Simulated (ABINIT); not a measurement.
## Beyond one shot: GaAs (F-43m)

Wanted: G0W0 and self-consistent gaps of GaAs (F-43m), with the cost of the cycles.

Calculated with ABINIT 10.8.3; PBE and many-body steps on it, plane waves.

This is a report of a sequence of runs, with most program output left out.

**1. Starting point**

It takes space group F-43m (No. 216, cubic). The conventional cell has a = 5.654 Å, b = 5.654 Å, c = 5.654 Å, α = 90.00°, β = 90.00°, γ = 90.00°. Nearest to Ga lie 4 As at 2.45 Å. Nearest to As lie 4 Ga at 2.45 Å. Farther neighbours are not listed.

Structure file:

```cif
data_structure
_symmetry_space_group_name_H-M 'F-43m'
_symmetry_Int_Tables_number 216
_cell_length_a 5.6537
_cell_length_b 5.6537
_cell_length_c 5.6537
_cell_angle_alpha 90.000
_cell_angle_beta 90.000
_cell_angle_gamma 90.000
_cell_volume 180.72
loop_
_atom_site_label
_atom_site_type_symbol
_atom_site_symmetry_multiplicity
_atom_site_Wyckoff_symbol
_atom_site_fract_x
_atom_site_fract_y
_atom_site_fract_z
_atom_site_occupancy
Ga1 Ga 4 a 0.00000 0.00000 0.00000 1
As1 As 4 d 0.25000 0.25000 0.75000 1
```

The cell and positions come from the Crystallography Open Database and are kept as given unless a step says otherwise.

**2. Empty states on the mesh, 4×4×4 mesh, 75 bands**

This step: ABINIT 10.8.3; DFT, PBE, plane waves, norm-conserving pseudopotentials.

The sums over transitions need many empty states on a uniform mesh; this step solves for them.

Contents of run.abi:

```
acell 3*1.0 Angstrom
rprim 
  0.000000000000 2.826850000000 2.826850000000
  2.826850000000 0.000000000000 2.826850000000
  2.826850000000 2.826850000000 0.000000000000
ntypat 2
znucl 31 33
natom 2
typat 1 2
xred 
  0.000000000000 0.000000000000 0.000000000000
  0.250000000000 0.250000000000 0.250000000000
pp_dirpath "pseudos"
pseudos "Ga.upf, As.upf"
ecut 38
ngkpt 4 4 4
nshiftk 1
shiftk 0 0 0
kptopt 1
chksymbreak 0
iscf -2
irdden 1
istwfk *1
nband 75
nbdbuf 6
tolwfr 1e-09
nstep 60
prtvol 0
indata_prefix "in"
outdata_prefix "out"
tmpdata_prefix "tmp"
```

Command:

```bash
> OMP_NUM_THREADS=1 mpirun -n 4 abinit run.abi > log
```

Run time: 53 s. Hardware: 4 MPI ranks of Intel Xeon at 2.80GHz (Skylake/Cascade Lake), shared host; peak memory 0.32 GiB.

This step gave:

```yaml
gap: 0.5135 eV
k_of_the_valence_top: 0, 0, 0
k_of_the_conduction_bottom: 0, 0, 0
least_direct_gap: 0.5135 eV
k_points_computed: 8
lowest_point_of_the_top_converged_band_above_the_valence_top: 54.6960 eV
```

On this mesh the gap is 0.513 eV.

The density comes from a self-consistent run that is not shown.

**3. Screening, 4×4×4 mesh, 69 bands, screening to 130.6 eV**

The RPA dielectric matrix is built and inverted for each q.

This step: RPA screening on PBE, plane waves, norm-conserving pseudopotentials.

run.abi: that of step 2 with these lines changed.

```diff
@@ -20,10 +20,11 @@
 chksymbreak 0
-iscf -2
-irdden 1
 istwfk *1
-nband 75
-nbdbuf 6
-tolwfr 1e-09
-nstep 60
-prtvol 0
+occopt 1
+irdwfk 1
+optdriver 3
+nband 69
+ecuteps 4.8
+inclvkb 2
+awtr 1
+symchi 1
 indata_prefix "in"
```

Elapsed: 57 s, on 4 MPI ranks; peak memory 0.75 GiB; 3.2 min of CPU time.

Numbers from this step:

```
ε∞ with local fields, on this mesh, along the program's q direction : 138.6
the same without local fields                                       : 147.8
plasma frequency                                                    : 29.23 eV
plane waves in the screening matrix                                 : 169
```

Local fields lower ε∞ by 6 %. The value itself is an artefact of the mesh, where one narrow direct gap carries too much weight.

**4. G0W0**

The self-energy is evaluated for the states that the input lists, and the levels follow from it, in one-shot runs by the linearised quasiparticle equation.

This step: G0W0 on PBE, plane waves, norm-conserving pseudopotentials.

run.abi: that of step 3 with these lines changed.

```diff
@@ -23,8 +23,15 @@
 irdwfk 1
-optdriver 3
+optdriver 4
 nband 69
+gwcalctyp 0
+ecutsigx 38
+symsigma 1
+nkptgw 1
+kptgw 
+  0.0000000000 0.0000000000 0.0000000000
+bdgw 
+  12 18
 ecuteps 4.8
-inclvkb 2
-awtr 1
-symchi 1
+irdscr 1
+ppmodel 1
 indata_prefix "in"
```

Elapsed: 12 s, on 4 MPI ranks; peak memory 0.59 GiB.

This step gave:

```
G0W0 gap on the points computed              : 1.156 eV
starting gap on the mesh                     : 0.5135 eV
k of the valence top                         : 0, 0, 0
k of the conduction bottom                   : 0, 0, 0
Z at the valence top                         : 0.795
Z at the conduction bottom                   : 0.797
least direct G0W0 gap on the computed points : 1.156 eV
```

The gap on the mesh goes from 0.51 eV to 1.16 eV, a correction of +0.64 eV.

**5. evGW0, cycle 1**

This step: evGW0 on PBE, plane waves, norm-conserving pseudopotentials.

run.abi: that of step 4 with these lines changed.

```diff
@@ -25,9 +25,23 @@
 nband 69
-gwcalctyp 0
+gwcalctyp 10
 ecutsigx 38
 symsigma 1
-nkptgw 1
+nkptgw 8
 kptgw 
   0.0000000000 0.0000000000 0.0000000000
+  0.2500000000 0.0000000000 0.0000000000
+  0.5000000000 0.0000000000 0.0000000000
+  0.2500000000 0.2500000000 0.0000000000
+  0.5000000000 0.2500000000 0.0000000000
+  -0.2500000000 0.2500000000 0.0000000000
+  0.5000000000 0.5000000000 0.0000000000
+  -0.2500000000 0.5000000000 0.2500000000
 bdgw 
+  12 18
+  12 18
+  12 18
+  12 18
+  12 18
+  12 18
+  12 18
   12 18
```

Run time: 85 s. Hardware: 4 MPI ranks; peak memory 1 GiB.

Numbers from this step:

- quasiparticle gap on the mesh: 1.320 eV
- gap of the density functional on the mesh: 0.5135 eV
- k of the valence top: 0, 0, 0
- k of the conduction bottom: 0, 0, 0
- Z at the valence top: 0.795
- Z at the conduction bottom: 0.797
- least direct quasiparticle gap on the computed points: 1.320 eV

Against G0W0 in ABINIT (4×4×4 mesh, 69 bands, screening to 130.6 eV, Godby-Needs plasmon pole), the gap moves by +0.164 eV. This first cycle still uses the starting levels; it takes the full correction, at all points of the mesh, and its linearised value is 1.156 eV.

**6. evGW0, cycle 2**

The corrected levels of the last cycle go back in.

run.abi: that of step 5 with these lines changed.

```diff
@@ -50,2 +50,3 @@
 ppmodel 1
+irdqps 1
 indata_prefix "in"
```

It took 71 s on 4 MPI ranks; peak memory 1 GiB; 4.5 min of CPU time.

Numbers from this step:

- quasiparticle gap on the mesh: 1.225 eV
- gap of the density functional on the mesh: 0.5135 eV
- k of the valence top: 0, 0, 0
- k of the conduction bottom: 0, 0, 0
- least direct quasiparticle gap on the computed points: 1.225 eV

Against the cycle before, the gap moves by −0.095 eV.

**7. evGW0, cycle 3**

run.abi is that of step 6.

Run time: 96 s. Hardware: 4 MPI ranks; peak memory 1 GiB.

This step gave:

* quasiparticle gap on the mesh: 1.236 eV
* gap of the density functional on the mesh: 0.5135 eV
* k of the valence top: 0, 0, 0
* k of the conduction bottom: 0, 0, 0
* least direct quasiparticle gap on the computed points: 1.236 eV

Against the cycle before, the gap moves by +0.011 eV.

**8. evGW0, cycle 4**

run.abi is that of step 7.

Run time: 2.2 min. Hardware: 4 MPI ranks; peak memory 1 GiB; 6.6 min of CPU time.

This step gave:

```yaml
quasiparticle_gap_on_the_mesh: 1.235 eV
gap_of_the_density_functional_on_the_mesh: 0.5135 eV
k_of_the_valence_top: 0, 0, 0
k_of_the_conduction_bottom: 0, 0, 0
least_direct_quasiparticle_gap_on_the_computed_points: 1.235 eV
```

Against the cycle before, the gap moves by −0.001 eV.

**9. Screening, 4×4×4 mesh, 69 bands, screening to 130.6 eV**

This step: RPA screening on PBE, plane waves, norm-conserving pseudopotentials.

Contents of run.abi:

```
acell 3*1.0 Angstrom
rprim 
  0.000000000000 2.826850000000 2.826850000000
  2.826850000000 0.000000000000 2.826850000000
  2.826850000000 2.826850000000 0.000000000000
ntypat 2
znucl 31 33
natom 2
typat 1 2
xred 
  0.000000000000 0.000000000000 0.000000000000
  0.250000000000 0.250000000000 0.250000000000
pp_dirpath "pseudos"
pseudos "Ga.upf, As.upf"
ecut 38
ngkpt 4 4 4
nshiftk 1
shiftk 0 0 0
kptopt 1
chksymbreak 0
istwfk *1
occopt 1
irdwfk 1
optdriver 3
nband 69
ecuteps 4.8
inclvkb 2
awtr 1
symchi 1
gwcalctyp 10
mbpt_sciss 0.893 eV
nqptdm 1
qptdm 
  0 0 0
indata_prefix "in"
outdata_prefix "out"
tmpdata_prefix "tmp"
```

Run time: 21 s. Hardware: 4 MPI ranks; peak memory 0.73 GiB; 67 s of CPU time.

This step gave:

| Property | Result |
| --- | --- |
| ε∞ with local fields, on this mesh, along the program's q direction | 61.48 |
| the same without local fields | 63.96 |
| plasma frequency | 29.23 eV |
| plane waves in the screening matrix | 169 |

This screening uses the functional's bands under a rigid shift, the mean opening of the cycle before.

**10. Screening, 4×4×4 mesh, 69 bands, screening to 130.6 eV**

This step: RPA screening on PBE from quasiparticle energies, plane waves, norm-conserving pseudopotentials.

run.abi: that of step 9 with these lines changed.

```diff
@@ -29,7 +29,13 @@
 symchi 1
+irdqps 1
 gwcalctyp 10
-mbpt_sciss 0.893 eV
-nqptdm 1
+nqptdm 7
 qptdm 
-  0 0 0
+  0.2500000000 0.0000000000 0.0000000000
+  0.5000000000 0.0000000000 0.0000000000
+  0.2500000000 0.2500000000 0.0000000000
+  0.5000000000 0.2500000000 0.0000000000
+  -0.2500000000 0.2500000000 0.0000000000
+  0.5000000000 0.5000000000 0.0000000000
+  -0.2500000000 0.5000000000 0.2500000000
 indata_prefix "in"
```

Contents of mrgscr.stdin:

```
2
merged
q0_SCR
out_SCR
1
```

Command:

```bash
> OMP_NUM_THREADS=1 mpirun -n 4 abinit run.abi > log; mrgscr < mrgscr.stdin
```

Elapsed: 32 s, on 4 MPI ranks; peak memory 0.72 GiB.

Numbers from this step:

| Quantity | Value |
| --- | --- |
| plasma frequency | 29.23 eV |
| plane waves in the screening matrix | 169 |

This screening reads the quasiparticle levels of the cycle before.

**11. evGW, cycle 1**

This step: evGW on PBE, plane waves, norm-conserving pseudopotentials.

run.abi: that of step 10 with these lines changed.

```diff
@@ -23,12 +23,10 @@
 irdwfk 1
-optdriver 3
+optdriver 4
 nband 69
-ecuteps 4.8
-inclvkb 2
-awtr 1
-symchi 1
-irdqps 1
 gwcalctyp 10
-nqptdm 7
-qptdm 
+ecutsigx 38
+symsigma 1
+nkptgw 8
+kptgw 
+  0.0000000000 0.0000000000 0.0000000000
   0.2500000000 0.0000000000 0.0000000000
@@ -40,2 +38,15 @@
   -0.2500000000 0.5000000000 0.2500000000
+bdgw 
+  12 18
+  12 18
+  12 18
+  12 18
+  12 18
+  12 18
+  12 18
+  12 18
+ecuteps 4.8
+irdscr 1
+ppmodel 1
+irdqps 1
 indata_prefix "in"
```

Command:

```bash
> OMP_NUM_THREADS=1 mpirun -n 4 abinit run.abi > log
```

Wall time 59 s (4 MPI ranks); peak memory 1 GiB.

This step gave:

- quasiparticle gap on the mesh: 1.304 eV
- gap of the density functional on the mesh: 0.5135 eV
- k of the valence top: 0, 0, 0
- k of the conduction bottom: 0, 0, 0
- least direct quasiparticle gap on the computed points: 1.304 eV

Against G0W0 in ABINIT (4×4×4 mesh, 69 bands, screening to 130.6 eV, Godby-Needs plasmon pole), the gap moves by +0.148 eV.

**12. Screening, 4×4×4 mesh, 69 bands, screening to 130.6 eV**

This step: RPA screening on PBE, plane waves, norm-conserving pseudopotentials.

Contents of run.abi:

```
acell 3*1.0 Angstrom
rprim 
  0.000000000000 2.826850000000 2.826850000000
  2.826850000000 0.000000000000 2.826850000000
  2.826850000000 2.826850000000 0.000000000000
ntypat 2
znucl 31 33
natom 2
typat 1 2
xred 
  0.000000000000 0.000000000000 0.000000000000
  0.250000000000 0.250000000000 0.250000000000
pp_dirpath "pseudos"
pseudos "Ga.upf, As.upf"
ecut 38
ngkpt 4 4 4
nshiftk 1
shiftk 0 0 0
kptopt 1
chksymbreak 0
istwfk *1
occopt 1
irdwfk 1
optdriver 3
nband 69
ecuteps 4.8
inclvkb 2
awtr 1
symchi 1
gwcalctyp 10
mbpt_sciss 0.999 eV
nqptdm 1
qptdm 
  0 0 0
indata_prefix "in"
outdata_prefix "out"
tmpdata_prefix "tmp"
```

Run time: 8 s. Hardware: 4 MPI ranks; peak memory 0.58 GiB.

Numbers from this step:

```
ε∞ with local fields, on this mesh, along the program's q direction : 58.04
the same without local fields                                       : 60.32
plasma frequency                                                    : 29.23 eV
plane waves in the screening matrix                                 : 169
```

This screening uses the functional's bands under a rigid shift, the mean opening of the cycle before.

**13. Screening, 4×4×4 mesh, 69 bands, screening to 130.6 eV**

This step: RPA screening on PBE from quasiparticle energies, plane waves, norm-conserving pseudopotentials.

run.abi: that of step 12 with these lines changed.

```diff
@@ -29,7 +29,13 @@
 symchi 1
+irdqps 1
 gwcalctyp 10
-mbpt_sciss 0.999 eV
-nqptdm 1
+nqptdm 7
 qptdm 
-  0 0 0
+  0.2500000000 0.0000000000 0.0000000000
+  0.5000000000 0.0000000000 0.0000000000
+  0.2500000000 0.2500000000 0.0000000000
+  0.5000000000 0.2500000000 0.0000000000
+  -0.2500000000 0.2500000000 0.0000000000
+  0.5000000000 0.5000000000 0.0000000000
+  -0.2500000000 0.5000000000 0.2500000000
 indata_prefix "in"
```

mrgscr.stdin is that of step 10.

Command:

```bash
> OMP_NUM_THREADS=1 mpirun -n 4 abinit run.abi > log; mrgscr < mrgscr.stdin
```

Wall time 30 s (4 MPI ranks); peak memory 0.72 GiB; 2 min of CPU time.

This step gave:

| Item | Value |
| --- | --- |
| plasma frequency | 29.23 eV |
| plane waves in the screening matrix | 169 |

This screening reads the quasiparticle levels of the cycle before.

**14. evGW, cycle 2**

This step: evGW on PBE, plane waves, norm-conserving pseudopotentials.

run.abi: that of step 13 with these lines changed.

```diff
@@ -23,12 +23,10 @@
 irdwfk 1
-optdriver 3
+optdriver 4
 nband 69
-ecuteps 4.8
-inclvkb 2
-awtr 1
-symchi 1
-irdqps 1
 gwcalctyp 10
-nqptdm 7
-qptdm 
+ecutsigx 38
+symsigma 1
+nkptgw 8
+kptgw 
+  0.0000000000 0.0000000000 0.0000000000
   0.2500000000 0.0000000000 0.0000000000
@@ -40,2 +38,15 @@
   -0.2500000000 0.5000000000 0.2500000000
+bdgw 
+  12 18
+  12 18
+  12 18
+  12 18
+  12 18
+  12 18
+  12 18
+  12 18
+ecuteps 4.8
+irdscr 1
+ppmodel 1
+irdqps 1
 indata_prefix "in"
```

Command:

```bash
> OMP_NUM_THREADS=1 mpirun -n 4 abinit run.abi > log
```

Run time: 63 s. Hardware: 4 MPI ranks; peak memory 1 GiB; 4.2 min of CPU time.

This step gave:

```
quasiparticle gap on the mesh                         : 1.307 eV
gap of the density functional on the mesh             : 0.5135 eV
k of the valence top                                  : 0, 0, 0
k of the conduction bottom                            : 0, 0, 0
least direct quasiparticle gap on the computed points : 1.307 eV
```

Against the cycle before, the gap moves by +0.003 eV.

**15. The runs together**

Times are wall times on 4 MPI ranks of Intel Xeon at 2.80GHz (Skylake/Cascade Lake), shared host, good to a factor of about two. A run's time includes the screening step that it read.

| run | mesh | bands | screening cutoff (eV) | DFT gap (eV) | gap on the mesh (eV) | direct (eV) | ε∞ used | time |
| --- | --- | --- | --- | --- | --- | --- | --- | --- |
| G0W0 | 4×4×4 | 69 | 130.6 | 0.513 | 1.156 | 1.156 | 138.63 | 69 s |
| evGW0, cycle 1 | 4×4×4 | 69 | 130.6 | 0.513 | 1.320 | 1.320 | 138.63 | 2.4 min |
| evGW0, cycle 2 | 4×4×4 | 69 | 130.6 | 0.513 | 1.225 | 1.225 | 138.63 | 2.1 min |
| evGW0, cycle 3 | 4×4×4 | 69 | 130.6 | 0.513 | 1.236 | 1.236 | 138.63 | 2.5 min |
| evGW0, cycle 4 | 4×4×4 | 69 | 130.6 | 0.513 | 1.235 | 1.235 | 138.63 | 3.1 min |
| evGW, cycle 1 | 4×4×4 | 69 | 130.6 | 0.513 | 1.304 | 1.304 | 61.48 | 1.9 min |
| evGW, cycle 2 | 4×4×4 | 69 | 130.6 | 0.513 | 1.307 | 1.307 | 58.04 | 1.7 min |

**16. Results**

- G0W0: 1.156 eV
- evGW0, cycle 1: 1.320 eV
- evGW0, cycle 2: 1.225 eV
- evGW0, cycle 3: 1.236 eV
- evGW0, cycle 4: 1.235 eV
- evGW, cycle 1: 1.304 eV
- evGW, cycle 2: 1.307 eV
- known limits: not at the basis limit; exchange with frozen shells missing; mesh may overstate the screening; screening runs away on this mesh; no spin-orbit coupling; coarse k mesh

Only the bands that the input lists are updated; the others, empty or deep, keep the functional's energies or take a rigid shift. The evGW loop starts from the last levels of evGW0, so its cycles and time come on top of those. evGW0 ends at 1.24 eV, +0.08 eV from G0W0, after 4 cycles that took 6.4 min beside the first screening; the last moved the gap by 0.001 eV. evGW ends at 1.31 eV, +0.15 eV from G0W0, after 2 cycles that took 3.6 min beside the first screening; the last moved the gap by 0.003 eV. The first cycle of evGW0 takes the full correction, without the factor Z, so it overshoots the one-shot value. Bands and cutoff are finite, so the gap is not at the basis limit. The miss can reach some tenths of an eV and take either sign; the mesh is an error of its own. The 4×4×4 mesh is coarse for this cell, which bears on the long-range parts of exchange and screening. The norm-conserving file of at least one element keeps a d shell over frozen s and p shells of the same row. Exchange with those shells is missing from the self-energy, an error of 0.3 to 0.9 eV in cases checked, whose sign depends on which edge lies on those atoms. For the PBE start: The RPA ε∞ on this mesh reaches over 25; with a narrow direct gap a coarse mesh can overstate it, and the correction is then too small. For the PBE start: On this mesh the RPA ε∞ passes 90, more than nearly any semiconductor shows; a coarse mesh does this where one point with a narrow direct gap carries much weight. The screening is then too strong, and the G0W0 gap should not be taken as the material's. In the updated screening the q = 0 part is built from Kohn-Sham bands under a rigid shift, the other q from the quasiparticle levels. The many-body steps are scalar-relativistic: spin-orbit coupling is not in them.

[Paths, hosts, dates, memory and timing lines, banners, echoed tables and standing remarks are left out of the program output.]

[Logs are printed without paths, hosts, clocks, repeated set-up lines and the standing remarks that a program may print on its own settings, such as how far it seeks lower states.]

[Runs of the session that timed out or met a known fault of the program may be left out.]

[No measured gap is set beside runs whose start may be inverted or whose files or cutoffs have a known fault.]

[Loops that did not settle are left out.]

[Hosts, paths, dates, database ids (printed as entryN), source tags and the programs' standing remarks are cut or masked in the printed files.]

[G0W0 gaps are taken among the corrected bands and points alone; a level outside them can change the order at an edge.]

[Where Ansatz stands beside ABINIT at settings called matched, ABINIT's density can come from a denser mesh and the files from another edition; pairs whose starting gaps differed by over 0.03 eV were left out, so agreement reads better than it is.]
